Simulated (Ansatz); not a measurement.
# Is HfInGe in the AlB2 type a stable metal?

The plan: relax HfInGe in the AlB2 type, check its phonons, and, if the lattice is stable, compute its Eliashberg function and ρ(T).

Method: DFT PBE, scalar-relativistic, plane waves, PAW; PAW set soft_1, in Ansatz 0.2.0.

This is a report of a sequence of runs, with most program output left out.

The structure was built from a prototype and need not be the compound's stable phase.

**1. Set-up**

Symmetry: P-6m2, No. 187, hexagonal system. The conventional cell has a = 4.277 Å, b = 4.277 Å, c = 4.491 Å, α = 90.00°, β = 90.00°, γ = 120.00°. Hf has 6 In at 3.34 Å and 6 Ge at 3.34 Å nearest. Nearest to Ge lie 3 In at 2.47 Å and 6 Hf at 3.34 Å. In has 3 Ge at 2.47 Å and 6 Hf at 3.34 Å nearest. Farther neighbours are not listed.

**2. Relaxation**

The structure is brought to rest under this functional.

input.yaml

```yaml
crystal:
  lattice:
    - [4.27706, 0.0, 0.0]
    - [-2.13853, 3.70404, 0.0]
    - [0.0, 0.0, 4.49091]
  atoms:
    - { symbol: Hf, position: [0.0, 0.0, 0.0] }
    - { symbol: Ge, position: [0.33333333, 0.66666667, 0.5] }
    - { symbol: In, position: [0.66666667, 0.33333333, 0.5] }
kpoints:
  mp_grid: { grid: [9, 9, 8] }
hamiltonian:
  xc: pbe
  pseudopotentials: { kind: paw, azcp: { folder: soft_1 } }
scf:
  occupations: { method: gaussian, width: 0.1 }
output:
  forces: true
  stress: true
  eigenvalues: true
relax:
  adjacent_minimum: "off"
  f_tol: 0.005
  max_steps: 80
  cell: { stress_tol: 0.05 }
```

On the command line:

```sh
> ansatz run input.yaml --threads 4 --pin off --max-ram 12288MiB --backend cpu --events-out ev --progress --plain --runs-dir out
```

The job ended after 87 s (4 threads of Arm Neoverse V1, shared host; peak memory 0.55 GiB).

Relaxation path:

```
step  energy less that of the first step (eV)  largest force component (eV/Å)  pressure (GPa)  volume (Å³)
   1                                   0.0000                          0.0000           -0.58        71.15
   2                                  -0.3689                          0.0000           -1.50        69.90
   3                                  -0.6828                          0.0000           -0.97        67.80
   4                                  -0.9441                          0.0000           -0.44        66.06
   5                                  -1.0984                          0.0000            0.40        64.28
   6                                  -1.1984                          0.0000            1.08        63.44
   7                                  -1.4226                          0.0000            0.92        62.37
   8                                  -1.6161                          0.0000            1.89        60.73
   9                                  -1.6216                          0.0000            0.66        61.43
  10                                  -1.6317                          0.0000           -1.86        63.35
  11                                  -1.6412                          0.0000            0.04        61.85
  12                                  -1.6413                          0.0000            0.00        61.88
 13*                                  -1.6506                          0.0000            0.27        61.88
  14                                  -1.6509                          0.0000            0.03        62.06
 15*                                  -1.6509                          0.0000            0.03        62.06
```

Relaxation steps marked * repeat the geometry before them on a plane-wave basis chosen anew for their cell, so energy and pressure can jump there.

Forces are held to the 12 operations that the run works with; a distortion that breaks them can't arise in this run.

```
     cell as run  before  after   change
           a (Å)   4.277  4.919  +15.0 %
           b (Å)   4.277  4.919  +15.0 %
           c (Å)   4.491  2.962  -34.1 %
volume (Å³/atom)   23.72  20.69  -12.8 %
```

The relaxed structure:

```xyz
3
Lattice="4.9189 0.0000 0.0000 -2.4594 4.2599 0.0000 0.0000 0.0000 2.9617" Properties=species:S:1:pos:R:3 pbc="T T T"
Hf    0.0000    0.0000    0.0000
Ge    0.0000    2.8399    1.4809
In    2.4594    1.4200    1.4809
```

Numbers from this step:

```yaml
pressure: 0.02613 GPa
volume_per_atom: 20.69 Å³/atom
metallic_on_mesh: yes
gap_on_the_k_mesh: 0 eV
```

The largest force is now zero by symmetry and the largest stress component 0.042 GPa.

**3. Relaxation**

The relaxation is repeated from the new cell as a check.

input.yaml, the sections that differ from step 2:

```yaml
crystal:
  lattice:
    - [4.9188949218, 0.0, 0.0]
    - [-2.4594474609, 4.2598879608, 0.0]
    - [0.0, 0.0, 2.9617159793]
  atoms:
    - { symbol: Hf, position: [0.0, 0.0, 0.0] }
    - { symbol: Ge, position: [0.3333333333, 0.6666666667, 0.5] }
    - { symbol: In, position: [0.6666666667, 0.3333333333, 0.5] }
kpoints:
  mp_grid: { grid: [9, 9, 10] }
# hamiltonian, scf, output, relax: as in step 2
```

It took 26 s on 4 threads; peak memory 0.53 GiB.

The steps of the relaxation:

```
step  energy less that of the first step (eV)  largest force component (eV/Å)  pressure (GPa)  volume (Å³)
   1                                   0.0000                          0.0000            0.09        62.06
   2                                  -0.0086                          0.0000            0.11        62.09
   3                                  -0.0087                          0.0000           -0.11        62.27
   4                                  -0.0087                          0.0000            0.01        62.18
   5                                  -0.0087                          0.0000            0.01        62.18
```

The log counts 1 steps on a newly chosen plane-wave basis, not all of them marked here; energy and pressure can jump at such steps.

```
conventional cell, symmetrised  before  after  change
                         a (Å)   4.919  4.967  +1.0 %
                         b (Å)   4.919  4.967  +1.0 %
                         c (Å)   2.962  2.910  -1.7 %
              volume (Å³/atom)   20.69  20.73  +0.2 %
```

The relaxed structure:

```xyz
3
Lattice="4.9673 0.0000 0.0000 -2.4836 4.3018 0.0000 0.0000 0.0000 2.9099" Properties=species:S:1:pos:R:3 pbc="T T T"
Hf    0.0000    0.0000    0.0000
Ge    0.0000    2.8678    1.4550
In    2.4836    1.4339    1.4550
```

This step gave:

* pressure: 0.01017 GPa
* volume per atom: 20.73 Å³/atom

The largest force is now zero by symmetry and the largest stress component 0.022 GPa.

**4. Tight relaxation**

No force is left; the cell is relaxed once more with another smearing and tight thresholds.

input.yaml, the sections that differ from step 3:

```yaml
crystal:
  lattice:
    - [4.9672614987, 0.0, 0.0]
    - [-2.4836307493, 4.3017746451, 0.0]
    - [0.0, 0.0, 2.9099424046]
  atoms:
    - { symbol: Hf, position: [0.0, 0.0, 0.0] }
    - { symbol: Ge, position: [0.3333333333, 0.6666666667, 0.5] }
    - { symbol: In, position: [0.6666666667, 0.3333333333, 0.5] }
kpoints:
  mp_grid: { grid: [6, 6, 10] }
scf:
  occupations: { method: methfessel_paxton, width: 0.2 }
relax:
  adjacent_minimum: "off"
  f_tol: 0.001
  max_steps: 60
  cell: { stress_tol: 0.01 }
# hamiltonian, output: as in step 3
```

Run time: 17 s. Hardware: 4 threads; peak memory 0.49 GiB.

Step by step:

```
step  energy less that of the first step (eV)  largest force component (eV/Å)  pressure (GPa)  volume (Å³)
   1                                   0.0000                          0.0000           -0.14        62.18
   2                                  -0.0012                          0.0000            0.07        61.98
   3                                  -0.0013                          0.0000           -0.13        62.13
   4                                  -0.0013                          0.0000            0.01        62.02
   5                                  -0.0013                          0.0000            0.00        62.03
   6                                  -0.0013                          0.0000            0.00        62.03
```

The log counts 1 steps on a newly chosen plane-wave basis, not all of them marked here; energy and pressure can jump at such steps.

```
conventional cell, symmetrised  before  after  change
                         a (Å)   4.967  4.945  -0.5 %
                         b (Å)   4.967  4.945  -0.5 %
                         c (Å)   2.910  2.929  +0.7 %
              volume (Å³/atom)   20.73  20.68  -0.2 %
```

The relaxed structure:

```xyz
3
Lattice="4.9446 0.0000 0.0000 -2.4723 4.2821 0.0000 0.0000 0.0000 2.9295" Properties=species:S:1:pos:R:3 pbc="T T T"
Hf    0.0000    0.0000    0.0000
Ge    0.0000    2.8547    1.4647
In    2.4723    1.4274    1.4647
```

Numbers from this step:

| Property | Result |
| --- | --- |
| pressure | -2.94e-4 GPa |
| volume per atom | 20.68 Å³/atom |

The largest force is now zero by symmetry and the largest stress component 6.4e-4 GPa, small enough for phonons.

**5. Phonons: q 2×2×2, k 4×4×6**

Before any scattering is computed, the phonons show whether the structure is a minimum.

input.yaml

```yaml
crystal:
  lattice:
    - [4.9445697716, 0.0, 0.0]
    - [-2.4722848858, 4.282123033, 0.0]
    - [0.0, 0.0, 2.9294608379]
  atoms:
    - { symbol: Hf, position: [0.0, 0.0, 0.0] }
    - { symbol: Ge, position: [0.3333333333, 0.6666666667, 0.5] }
    - { symbol: In, position: [0.6666666667, 0.3333333333, 0.5] }
kpoints:
  mp_grid: { grid: [4, 4, 6] }
hamiltonian:
  xc: pbe
  pseudopotentials: { kind: paw, azcp: { folder: soft_1 } }
scf:
  occupations: { method: methfessel_paxton, width: 0.2 }
output:
  eigenvalues: true
phonons:
  method: dfpt
  qmesh: [2, 2, 2]
  temperatures: { t_max: 1000, t_step: 50 }
  qpath:
    path:
      - [[0.0, 0.0, 0.0], [0.5, 0.0, 0.0], [0.33333333, 0.33333333, 0.0], [0.0, 0.0, 0.0], [0.0, 0.0, 0.5], [0.5, 0.0, 0.5], [0.33333333, 0.33333333, 0.5], [0.0, 0.0, 0.5]]
      - [[0.5, 0.0, 0.5], [0.5, 0.0, 0.0]]
      - [[0.33333333, 0.33333333, 0.5], [0.33333333, 0.33333333, 0.0]]
    npoints: 10
```

It took 63 s on 4 threads; peak memory 0.61 GiB.

Numbers from this step:

```yaml
share_of_imaginary_modes_in_the_plain_interpolation_between_solved_wavevectors: 0.1889
highest_frequency_solved_or_plainly_interpolated: 171.5 cm⁻¹
```

Solved on the 2×2×2 mesh alone; all other wavevectors are interpolated. Phonon branches along the path, in cm⁻¹:

```
    point  branch 1  branch 2  branch 3  branch 4  branch 5  branch 6  branch 7  branch 8  branch 9
        Γ       -20       -20         0         0         0        21        86       114       114
  halfway       -47       -27        28        34        39        64        80       124       132
        M       -56        23        34        42        56        70        74       137       148
  halfway       -54       -28        30        47        57        67        93       133       150
        K       -49       -43        27        55        56        62       110       125       152
  halfway       -50       -30        33        37        43        73        79       126       136
        Γ       -20       -20         0         0         0        21        86       114       114
  halfway        50        50        57        63        63        83       126       126       128
        A        70        70        78        86        86       106       140       140       167
  halfway        18        56        60        76        86       128       142       148       170
        L       -71       -15        41        78        86       145       149       155       172
  halfway       -70       -44        22        90        91       136       151       160       171
        H       -65       -65       -16        93       102       128       153       164       171
  halfway       -27        44        47        82        88       132       140       152       171
        A        70        70        78        86        86       106       140       140       167
jump to L       -71       -15        41        78        86       145       149       155       172
  halfway       -54       -45        46        67        77       112       134       140       150
        M       -56        23        34        42        56        70        74       137       148
jump to H       -65       -65       -16        93       102       128       153       164       171
  halfway       -59       -50       -32        76       115       116       116       134       157
        K       -49       -43        27        55        56        62       110       125       152
```

Lowest modes at the softest wavevector of the mesh. The modes at q = (0.500, 0.500, 0.500) (shares of kinetic energy by element, %) (negative means imaginary):

```
mode  frequency (cm⁻¹)  Hf %  Ge %  In %
   1             -70.8    81    14     5
   2             -14.6   100     0     0
   3              40.7     0    39    61
   4              78.5     1    29    70
   5              85.7    11    84     5
   6             144.7     0    71    29
```

Displacements in mode 1 (-70.8 cm⁻¹), the largest set to 1, in the home cell:
```
Hf1  1.00 -0.58  0.00
Ge2  0.00  0.00 -0.76
In3  0.00  0.00  0.37
```

Displacements in mode 6 (144.7 cm⁻¹), the largest set to 1, in the home cell:
```
Hf1  0.00  0.00 -0.01
Ge2 -1.00  0.58  0.00
In3  0.51 -0.29  0.00
```

Among the solved wavevectors the lowest mode, translations apart, is -70.8 cm⁻¹, imaginary.

**6. Lattice stability: q 3×3×2, k 6×6×8**

An imaginary mode on so few k-points may come from the sampling, so the phonons are repeated with another q and k mesh.

input.yaml, as its differences from that of step 5:

```diff
@@ -10,3 +10,3 @@
 kpoints:
-  mp_grid: { grid: [4, 4, 6] }
+  mp_grid: { grid: [6, 6, 8] }
 hamiltonian:
@@ -20,3 +20,3 @@
   method: dfpt
-  qmesh: [2, 2, 2]
+  qmesh: [3, 3, 2]
   temperatures: { t_max: 1000, t_step: 50 }
```

Run time: 4.1 min. Hardware: 4 threads; peak memory 0.93 GiB; 16 min of CPU time.

Numbers from this step:

* share of imaginary modes in the plain interpolation between solved wavevectors: 0.1426
* highest frequency, solved or plainly interpolated: 177.2 cm⁻¹

[end of part 1 of 2]

[Logs are printed without paths, hosts, clocks, repeated set-up lines and the standing remarks that a program may print on its own settings, such as how far it seeks lower states.]

[Hosts, paths, dates, database ids (printed as entryN), source tags and the programs' standing remarks are cut or masked in the printed files.]
